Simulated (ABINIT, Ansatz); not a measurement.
**How the form of the self-energy moves the gap of CO2 (Cmce)**

How much does the gap of CO2 (Cmce) depend on the approximation to the self-energy?

Calculated with ABINIT 10.8.3; PBEsol and many-body steps on it, plane waves.

## (1) The structure

Symmetry: Cmce, No. 64, orthorhombic system. The conventional cell has a = 5.272 Å, b = 4.775 Å, c = 6.587 Å, α = 90.00°, β = 90.00°, γ = 90.00°. Nearest to C lie 2 O at 1.17 Å. O has 1 C at 1.17 Å nearest. Farther neighbours and most contacts between anions are not listed.

The cell and positions are those that the Materials Project relaxed with its own functionals (PBE, PBE+U or r2SCAN), kept fixed.

## (2) Empty states on the mesh, 4×4×2 mesh, 435 bands

This step: ABINIT 10.8.3; DFT, PBEsol, plane waves, norm-conserving pseudopotentials.

The sums over transitions need many empty states on a uniform mesh; this step solves for them.

run.abi reads:

```
acell 3*1.0 Angstrom
rprim 
  2.635911230000 -2.387378120000 0.000000000000
  2.635911230000 2.387378120000 0.000000000000
  0.000000000000 0.000000000000 6.587174910000
ntypat 2
znucl 6 8
natom 6
typat 1 1 2 2 2 2
xred 
  0.000000000000 0.000000000000 0.000000000000
  0.500000000000 0.500000000000 0.500000000000
  0.806508570000 0.193491430000 0.891843390000
  0.193491430000 0.806508570000 0.108156610000
  0.693491430000 0.306508570000 0.391843390000
  0.306508570000 0.693491430000 0.608156610000
pp_dirpath "pseudos"
pseudos "C.upf, O.upf"
ecut 37
ngkpt 4 4 2
nshiftk 1
shiftk 0 0 0
kptopt 1
chksymbreak 0
iscf -2
irdden 1
istwfk *1
nband 435
nbdbuf 38
tolwfr 1e-09
nstep 60
prtvol 0
indata_prefix "in"
outdata_prefix "out"
tmpdata_prefix "tmp"
```

Command:

```sh
OMP_NUM_THREADS=1 mpirun -n 8 abinit run.abi > log
```

Numbers of over 12 decimals in the logs are rounded to 6 here.

Output:

```text
.Version 10.8.3 of ABINIT. v10.8.2 released Aug 2026.

 Symmetries : space group Cm c a (# 64); Bravais oC (1-face-center ortho.)
[... echo of the input left out ...]
== DATASET  1 ==================================================================
-   mpi_nproc: 8, omp_nthreads: 1 (-1 if OMP is not activated)

--- !DatasetInfo
iteration_state: {dtset: 1, }
dimensions: {natom: 6, nkpt: 14, mband: 435, nsppol: 1, nspinor: 1, nspden: 1, mpw: 6054, }
cutoff_energies: {ecut:  37.0, pawecutdg:  -1.0, }
[...]
5.92675    5.93742    5.94822    5.95415    5.98818    6.00017    6.00217    6.01144
   6.01758    6.02462    6.02715    6.05786    6.05819    6.07650    6.08560    6.08904
   6.11091    6.11327    6.12382
 prteigrs : prtvol=0 or 1, do not print more k-points.

== END DATASET(S) ==============================================================
================================================================================

 -outvars: echo values of variables after computation  --------
            nband         435
             nkpt          14
          spgroup          64
 [... the other variables as echoed above ...]

 Calculation completed.
```

The job ended after 15 min (8 MPI ranks of Arm Neoverse N1, shared host; peak memory 1.2 GiB; 2.1 h of CPU time).

This step gave:

```yaml
gap: 6.582 eV
k_of_the_valence_top: 0.5, 0.5, 0
k_of_the_conduction_bottom: 0, 0, 0
least_direct_gap: 7.142 eV
k_points_computed: 14
lowest_point_of_the_top_converged_band_above_the_valence_top: 156.4053 eV
```

On this mesh the gap is 6.582 eV.

The density comes from a self-consistent run that is not shown.

## (3) Screening, 4×4×2 mesh, 171 bands, screening to 141.5 eV

The RPA dielectric matrix is built and inverted for each q.

This step: RPA screening on PBEsol, plane waves, norm-conserving pseudopotentials.

run.abi: that of step 2 with these lines changed.

```diff
@@ -24,10 +24,11 @@
 chksymbreak 0
-iscf -2
-irdden 1
 istwfk *1
-nband 435
-nbdbuf 38
-tolwfr 1e-09
-nstep 60
-prtvol 0
+occopt 1
+irdwfk 1
+optdriver 3
+nband 171
+ecuteps 5.2
+inclvkb 2
+awtr 1
+symchi 1
 indata_prefix "in"
```

Output:

```text
.Version 10.8.3 of ABINIT. v10.8.2 released Aug 2026.

 Symmetries : space group Cm c a (# 64); Bravais oC (1-face-center ortho.)
[... echo of the input left out ...]
== DATASET  1 ==================================================================
-   mpi_nproc: 8, omp_nthreads: 1 (-1 if OMP is not activated)

--- !DatasetInfo
iteration_state: {dtset: 1, }
dimensions: {natom: 6, nkpt: 14, mband: 171, nsppol: 1, nspinor: 1, nspden: 1, mpw: 6054, }
cutoff_energies: {ecut:  37.0, pawecutdg:  -1.0, }
electrons: {nelect:   3.20000000E+01, charge:   0.00000000E+00, occopt:   1.00000000E+00, tsmear:   1.00000000E-02, }

 SCREENING: Calculation of the susceptibility and dielectric matrices

 Based on a program developped by R.W. Godby, V. Olevano, G. Onida, and L. Reining.
 Incorporated in ABINIT by V. Olevano, G.-M. Rignanese, and M. Torrent.
.Using double precision arithmetic ; gwpc =  8

[... cell and pseudopotentials left out ...]
--------------------------------------------------------------------------------

 ==== K-mesh for the wavefunctions ====
 Number of points in the irreducible wedge :    14
[... list of points left out ...]
 Together with  8 symmetry operations and time-reversal symmetry
 yields    32 points in the full Brillouin Zone.

 ==== Q-mesh for the screening function ====
 Number of points in the irreducible wedge :    14
[... list of points left out ...]
 Together with  8 symmetry operations and time-reversal symmetry
 yields    32 points in the full Brillouin Zone.

 setmesh: FFT mesh size selected  =    30x   30x   50
          total number of points  =        45000

 vcoul_init : cutoff-mode = AUXILIARY_FUNCTION
 q-points for optical limit:   1
     1)      0.000010    0.000020    0.000030

- screening: taking advantage of time-reversal symmetry
- Maximum band index for partially occupied states nbvw = 16
- Remaining bands to be divided among processors   nbcw = 155
- Number of bands treated by each node ~19

 Number of electrons calculated from density =   32.0000; Expected =   32.0000
 average of density, n =  0.057197
 r_s =    1.6101
 omega_plasma =   23.0697 [eV]

 calculating chi0 at frequencies [eV] :
  1    0.000000E+00    0.000000E+00
  2    0.000000E+00    2.306969E+01

--------------------------------------------------------------------------------
  q-point number  1        q = ( 0.000000, 0.000000, 0.000000) [r.l.u.]
--------------------------------------------------------------------------------
[... chi0 elements left out ...]
 For q-point:  0.000010 0.000020 0.000030
  dielectric constant =   1.8372
  dielectric constant without local fields =   2.2329

  Average fulfillment of the sum rule on Im[epsilon] for q-point    1 :     72.44  [%]
[... wings left out ...]
  q-point number  2        q = ( 0.250000, 0.000000, 0.000000) [r.l.u.]
--------------------------------------------------------------------------------
[... chi0 elements left out ...]
  Average fulfillment of the sum rule on Im[epsilon] for q-point    2 :     78.41  [%]

 [... 12 further q-points ...]
```

It took 4.5 min on 8 MPI ranks; peak memory 4 GiB; 36 min of CPU time.

Numbers from this step:

* ε∞ with local fields, on this mesh, along the program's q direction: 1.837
* the same without local fields: 2.233
* plasma frequency: 23.07 eV
* plane waves in the screening matrix: 321

Local fields lower ε∞ by 18 %. On a Γ-centred mesh this coarse the value itself is usually too large, while a short band sum pulls it down.

## (4) G0W0, Godby-Needs plasmon pole

The self-energy is evaluated for the states that the input lists, and the levels follow from it, in one-shot runs by the linearised quasiparticle equation.

This step: G0W0 on PBEsol, plane waves, norm-conserving pseudopotentials.

run.abi: that of step 3 with these lines changed.

```diff
@@ -27,8 +27,17 @@
 irdwfk 1
-optdriver 3
+optdriver 4
 nband 171
+gwcalctyp 0
+ecutsigx 37
+symsigma 1
+nkptgw 2
+kptgw 
+  0.5000000000 0.5000000000 0.0000000000
+  0.0000000000 0.0000000000 0.0000000000
+bdgw 
+  15 18
+  15 18
 ecuteps 5.2
-inclvkb 2
-awtr 1
-symchi 1
+irdscr 1
+ppmodel 1
 indata_prefix "in"
```

Output:

```text
.Version 10.8.3 of ABINIT. v10.8.2 released Aug 2026.

 Symmetries : space group Cm c a (# 64); Bravais oC (1-face-center ortho.)
[... echo of the input left out ...]
== DATASET  1 ==================================================================
-   mpi_nproc: 8, omp_nthreads: 1 (-1 if OMP is not activated)

--- !DatasetInfo
iteration_state: {dtset: 1, }
dimensions: {natom: 6, nkpt: 14, mband: 171, nsppol: 1, nspinor: 1, nspden: 1, mpw: 6054, }
cutoff_energies: {ecut:  37.0, pawecutdg:  -1.0, }
electrons: {nelect:   3.20000000E+01, charge:   0.00000000E+00, occopt:   1.00000000E+00, tsmear:   1.00000000E-02, }

 SIGMA: Calculation of the GW corrections

 Based on a program developped by R.W. Godby, V. Olevano, G. Onida, and L. Reining.
 Incorporated in ABINIT by V. Olevano, G.-M. Rignanese, and M. Torrent.
.Using double precision arithmetic ; gwpc =  8

[... cell and pseudopotentials left out ...]
--------------------------------------------------------------------------------

 ==== K-mesh for the wavefunctions ====
 Number of points in the irreducible wedge :    14
[... list of points left out ...]
 Together with  8 symmetry operations and time-reversal symmetry
 yields    32 points in the full Brillouin Zone.

 ==== Q-mesh for screening function ====
 Number of points in the irreducible wedge :    14
[... list of points left out ...]
 Together with  8 symmetry operations and time-reversal symmetry
 yields    32 points in the full Brillouin Zone.

 vcoul_init : cutoff-mode = AUXILIARY_FUNCTION
 q-points for optical limit:   1
     1)      0.000010    0.000020    0.000030
 setmesh: FFT mesh size selected  =    40x   40x   72
          total number of points  =       115200

 Number of electrons calculated from density =   32.0000; Expected =   32.0000
 average of density, n =  0.057197
 r_s =    1.6101
 omega_plasma =   23.0697 [eV]

 === KS Band Gaps ===
  >>>> For spin  1
   Minimum direct gap =   7.1427 [eV], located at k-point      :   0.0000  0.0000  0.0000
   Fundamental gap    =   6.5818 [eV], Top of valence bands at :   0.5000  0.5000  0.0000
                                       Bottom of conduction at :   0.0000  0.0000  0.0000
 SIGMA fundamental parameters:
 PLASMON POLE MODEL  1
 number of plane-waves for SigmaX                 6011
 number of plane-waves for SigmaC and W            321
 number of plane-waves for wavefunctions          6011
 number of bands                                   171
 number of independent spin polarizations            1
 number of spinorial components                      1
 number of k-points in IBZ                          14
 number of q-points in IBZ                          14
 number of symmetry operations                       8
 number of k-points in BZ                           32
 number of q-points in BZ                           32
 number of frequencies for dSigma/dE                 9
 frequency step for dSigma/dE [eV]                0.25
 number of omega for Sigma on real axis              0
 max omega for Sigma on real axis  [eV]           0.00
 zcut for avoiding poles [eV]                     0.10

 EPSILON^-1 parameters (SCR file):
 dimension of the eps^-1 matrix on file            321
 dimension of the eps^-1 matrix used               321
 number of plane-waves for wavefunctions          6011
 number of bands                                   171
 number of q-points in IBZ                          14
 number of frequencies                               2
 number of real frequencies                          1
 number of imag frequencies                          1

 matrix elements of self-energy operator (all in [eV])

 Perturbative Calculation

--- !SelfEnergy_ee
iteration_state: {dtset: 1, }
kpoint     : [   0.500,    0.500,    0.000, ]
spin       : 1
KS_gap     :    7.767
QP_gap     :   12.888
Delta_QP_KS:    5.121
data: !SigmaeeData |
     Band     E0 <VxcDFT>   SigX SigC(E0)      Z dSigC/dE  Sig(E)    E-E0       E
       15  -3.447 -19.503 -24.934   2.918   0.827  -0.209 -21.581  -2.078  -5.525
       16  -3.115 -19.999 -25.296   2.897   0.826  -0.211 -21.982  -1.983  -5.098
       17   4.651 -15.944  -9.906  -2.349   0.851  -0.176 -12.806   3.138   7.790
       18   5.718 -16.902  -9.948  -2.818   0.843  -0.186 -13.414   3.488   9.206

--- !SelfEnergy_ee
iteration_state: {dtset: 1, }
kpoint     : [   0.000,    0.000,    0.000, ]
spin       : 1
KS_gap     :    7.143
QP_gap     :   10.911
Delta_QP_KS:    3.768
data: !SigmaeeData |
     Band     E0 <VxcDFT>   SigX SigC(E0)      Z dSigC/dE  Sig(E)    E-E0       E
       15  -3.729 -19.235 -24.726   2.918   0.827  -0.209 -21.364  -2.129  -5.858
       16  -3.676 -19.202 -24.719   2.933   0.827  -0.209 -21.339  -2.138  -5.814
       17   3.466 -10.424  -5.714  -2.865   0.884  -0.131  -8.793   1.631   5.097
       18   3.992 -15.084  -9.362  -2.243   0.856  -0.169 -12.107   2.976   6.969

== END DATASET(S) ==============================================================
================================================================================

 -outvars: echo values of variables after computation  --------
           etotal      0.0000000000E+00
            nband         171
             nkpt          14
          spgroup          64
 [... the other variables as echoed above ...]

 Calculation completed.
```

Wall time 29 s (8 MPI ranks); peak memory 3.2 GiB; 3.9 min of CPU time.

This step gave:

| Property | Result |
| --- | --- |
| G0W0 gap on the points computed | 10.20 eV |
| starting gap on the mesh | 6.582 eV |
| k of the valence top | 0.5, 0.5, 0 |
| k of the conduction bottom | 0, 0, 0 |
| Z at the valence top | 0.826 |
| Z at the conduction bottom | 0.884 |
| least direct G0W0 gap on the computed points | 10.91 eV |

The gap on the mesh goes from 6.58 eV to 10.20 eV, a correction of +3.61 eV.

## (5) G0W0, von der Linden-Horsch plasmon pole

run.abi: that of step 4 with these lines changed.

```diff
@@ -41,3 +41,3 @@
 irdscr 1
-ppmodel 1
+ppmodel 3
 indata_prefix "in"
```

Output:

```text
.Version 10.8.3 of ABINIT. v10.8.2 released Aug 2026.

 Symmetries : space group Cm c a (# 64); Bravais oC (1-face-center ortho.)
[... echo of the input left out ...]
== DATASET  1 ==================================================================
-   mpi_nproc: 8, omp_nthreads: 1 (-1 if OMP is not activated)

--- !DatasetInfo
iteration_state: {dtset: 1, }
dimensions: {natom: 6, nkpt: 14, mband: 171, nsppol: 1, nspinor: 1, nspden: 1, mpw: 6054, }
cutoff_energies: {ecut:  37.0, pawecutdg:  -1.0, }
electrons: {nelect:   3.20000000E+01, charge:   0.00000000E+00, occopt:   1.00000000E+00, tsmear:   1.00000000E-02, }

 SIGMA: Calculation of the GW corrections

 Based on a program developped by R.W. Godby, V. Olevano, G. Onida, and L. Reining.
 Incorporated in ABINIT by V. Olevano, G.-M. Rignanese, and M. Torrent.
.Using double precision arithmetic ; gwpc =  8

[... cell and pseudopotentials left out ...]
--------------------------------------------------------------------------------

 ==== K-mesh for the wavefunctions ====
 Number of points in the irreducible wedge :    14
[... list of points left out ...]
 Together with  8 symmetry operations and time-reversal symmetry
 yields    32 points in the full Brillouin Zone.

 ==== Q-mesh for screening function ====
 Number of points in the irreducible wedge :    14
[... list of points left out ...]
 Together with  8 symmetry operations and time-reversal symmetry
 yields    32 points in the full Brillouin Zone.

 vcoul_init : cutoff-mode = AUXILIARY_FUNCTION
 q-points for optical limit:   1
     1)      0.000010    0.000020    0.000030
 setmesh: FFT mesh size selected  =    40x   40x   72
          total number of points  =       115200

 Number of electrons calculated from density =   32.0000; Expected =   32.0000
[...]
number of omega for Sigma on real axis              0
 max omega for Sigma on real axis  [eV]           0.00
 zcut for avoiding poles [eV]                     0.10

 EPSILON^-1 parameters (SCR file):
 dimension of the eps^-1 matrix on file            321
 dimension of the eps^-1 matrix used               321
 number of plane-waves for wavefunctions          6011
 number of bands                                   171
 number of q-points in IBZ                          14
 number of frequencies                               2
 number of real frequencies                          1
 number of imag frequencies                          1

 matrix elements of self-energy operator (all in [eV])

 Perturbative Calculation

--- !SelfEnergy_ee
iteration_state: {dtset: 1, }
kpoint     : [   0.500,    0.500,    0.000, ]
spin       : 1
KS_gap     :    7.767
QP_gap     :   13.357
Delta_QP_KS:    5.590
data: !SigmaeeData |
     Band     E0 <VxcDFT>   SigX SigC(E0)      Z dSigC/dE  Sig(E)    E-E0       E
       15  -3.447 -19.503 -24.934   2.642   0.890  -0.123 -21.985  -2.482  -5.929
       16  -3.115 -19.999 -25.296   2.627   0.888  -0.126 -22.371  -2.372  -5.487
       17   4.651 -15.944  -9.906  -2.490   0.907  -0.103 -12.726   3.218   7.869
[...]
--- !SelfEnergy_ee
iteration_state: {dtset: 1, }
kpoint     : [   0.000,    0.000,    0.000, ]
spin       : 1
KS_gap     :    7.143
QP_gap     :   11.180
Delta_QP_KS:    4.037
data: !SigmaeeData |
     Band     E0 <VxcDFT>   SigX SigC(E0)      Z dSigC/dE  Sig(E)    E-E0       E
[...]
17   3.466 -10.424  -5.714  -3.122   0.932  -0.073  -8.945   1.479   4.945
       18   3.992 -15.084  -9.362  -2.422   0.910  -0.099 -12.080   3.003   6.996

== END DATASET(S) ==============================================================
================================================================================

 -outvars: echo values of variables after computation  --------
           etotal      0.0000000000E+00
            nband         171
             nkpt          14
          spgroup          64
 [... the other variables as echoed above ...]

 Calculation completed.
```

Run time: 35 s. Hardware: 8 MPI ranks; peak memory 2.9 GiB.

This step gave:

```
G0W0 gap on the points computed              : 10.43 eV
starting gap on the mesh                     : 6.582 eV
k of the valence top                         : 0.5, 0.5, 0
k of the conduction bottom                   : 0, 0, 0
Z at the valence top                         : 0.888
Z at the conduction bottom                   : 0.932
least direct G0W0 gap on the computed points : 11.18 eV
```

Against G0W0 in ABINIT (4×4×2 mesh, 171 bands, screening to 141.5 eV, Godby-Needs plasmon pole), the gap moves by +0.237 eV.

## (6) G0W0, Hybertsen-Louie plasmon pole

run.abi: that of step 5 with these lines changed.

```diff
@@ -41,3 +41,3 @@
 irdscr 1
-ppmodel 3
+ppmodel 2
 indata_prefix "in"
```

Output:

```text
.Version 10.8.3 of ABINIT. v10.8.2 released Aug 2026.

 Symmetries : space group Cm c a (# 64); Bravais oC (1-face-center ortho.)
[... echo of the input left out ...]
== DATASET  1 ==================================================================
-   mpi_nproc: 8, omp_nthreads: 1 (-1 if OMP is not activated)

--- !DatasetInfo
iteration_state: {dtset: 1, }
dimensions: {natom: 6, nkpt: 14, mband: 171, nsppol: 1, nspinor: 1, nspden: 1, mpw: 6054, }
cutoff_energies: {ecut:  37.0, pawecutdg:  -1.0, }
[...]
Band     E0 <VxcDFT>   SigX SigC(E0)      Z dSigC/dE  Sig(E)    E-E0       E
[...]
17   3.466 -10.424  -5.714  -3.098   0.911  -0.098  -8.956   1.468   4.934
       18   3.992 -15.084  -9.362  -2.645   0.892  -0.121 -12.340   2.743   6.735

== END DATASET(S) ==============================================================
================================================================================

 -outvars: echo values of variables after computation  --------
           etotal      0.0000000000E+00
            nband         171
             nkpt          14
          spgroup          64
 [... the other variables as echoed above ...]

 Calculation completed.
```

Run time: 30 s. Hardware: 8 MPI ranks; peak memory 3.1 GiB.

Numbers from this step:

- G0W0 gap on the points computed: 10.43 eV
- starting gap on the mesh: 6.582 eV
- k of the valence top: 0.5, 0.5, 0
- k of the conduction bottom: 0, 0, 0
- least direct G0W0 gap on the computed points: 11.14 eV

Against G0W0 in ABINIT (4×4×2 mesh, 171 bands, screening to 141.5 eV, Godby-Needs plasmon pole), the gap moves by +0.239 eV.

(Continued in part 2 of 2.)

[Paths, hosts, dates, memory and timing lines, banners, echoed tables and standing remarks are left out of the program output.]

[Logs are printed without paths, hosts, clocks, repeated set-up lines and the standing remarks that a program may print on its own settings, such as how far it seeks lower states.]

[Runs of the session that timed out or met a known fault of the program may be left out.]

[Hosts, paths, dates, database ids (printed as entryN), source tags and the programs' standing remarks are cut or masked in the printed files.]

[G0W0 gaps are taken among the corrected bands and points alone; a level outside them can change the order at an edge.]

[Where Ansatz stands beside ABINIT at settings called matched, ABINIT's density can come from a denser mesh and the files from another edition; pairs whose starting gaps differed by over 0.03 eV were left out, so agreement reads better than it is.]
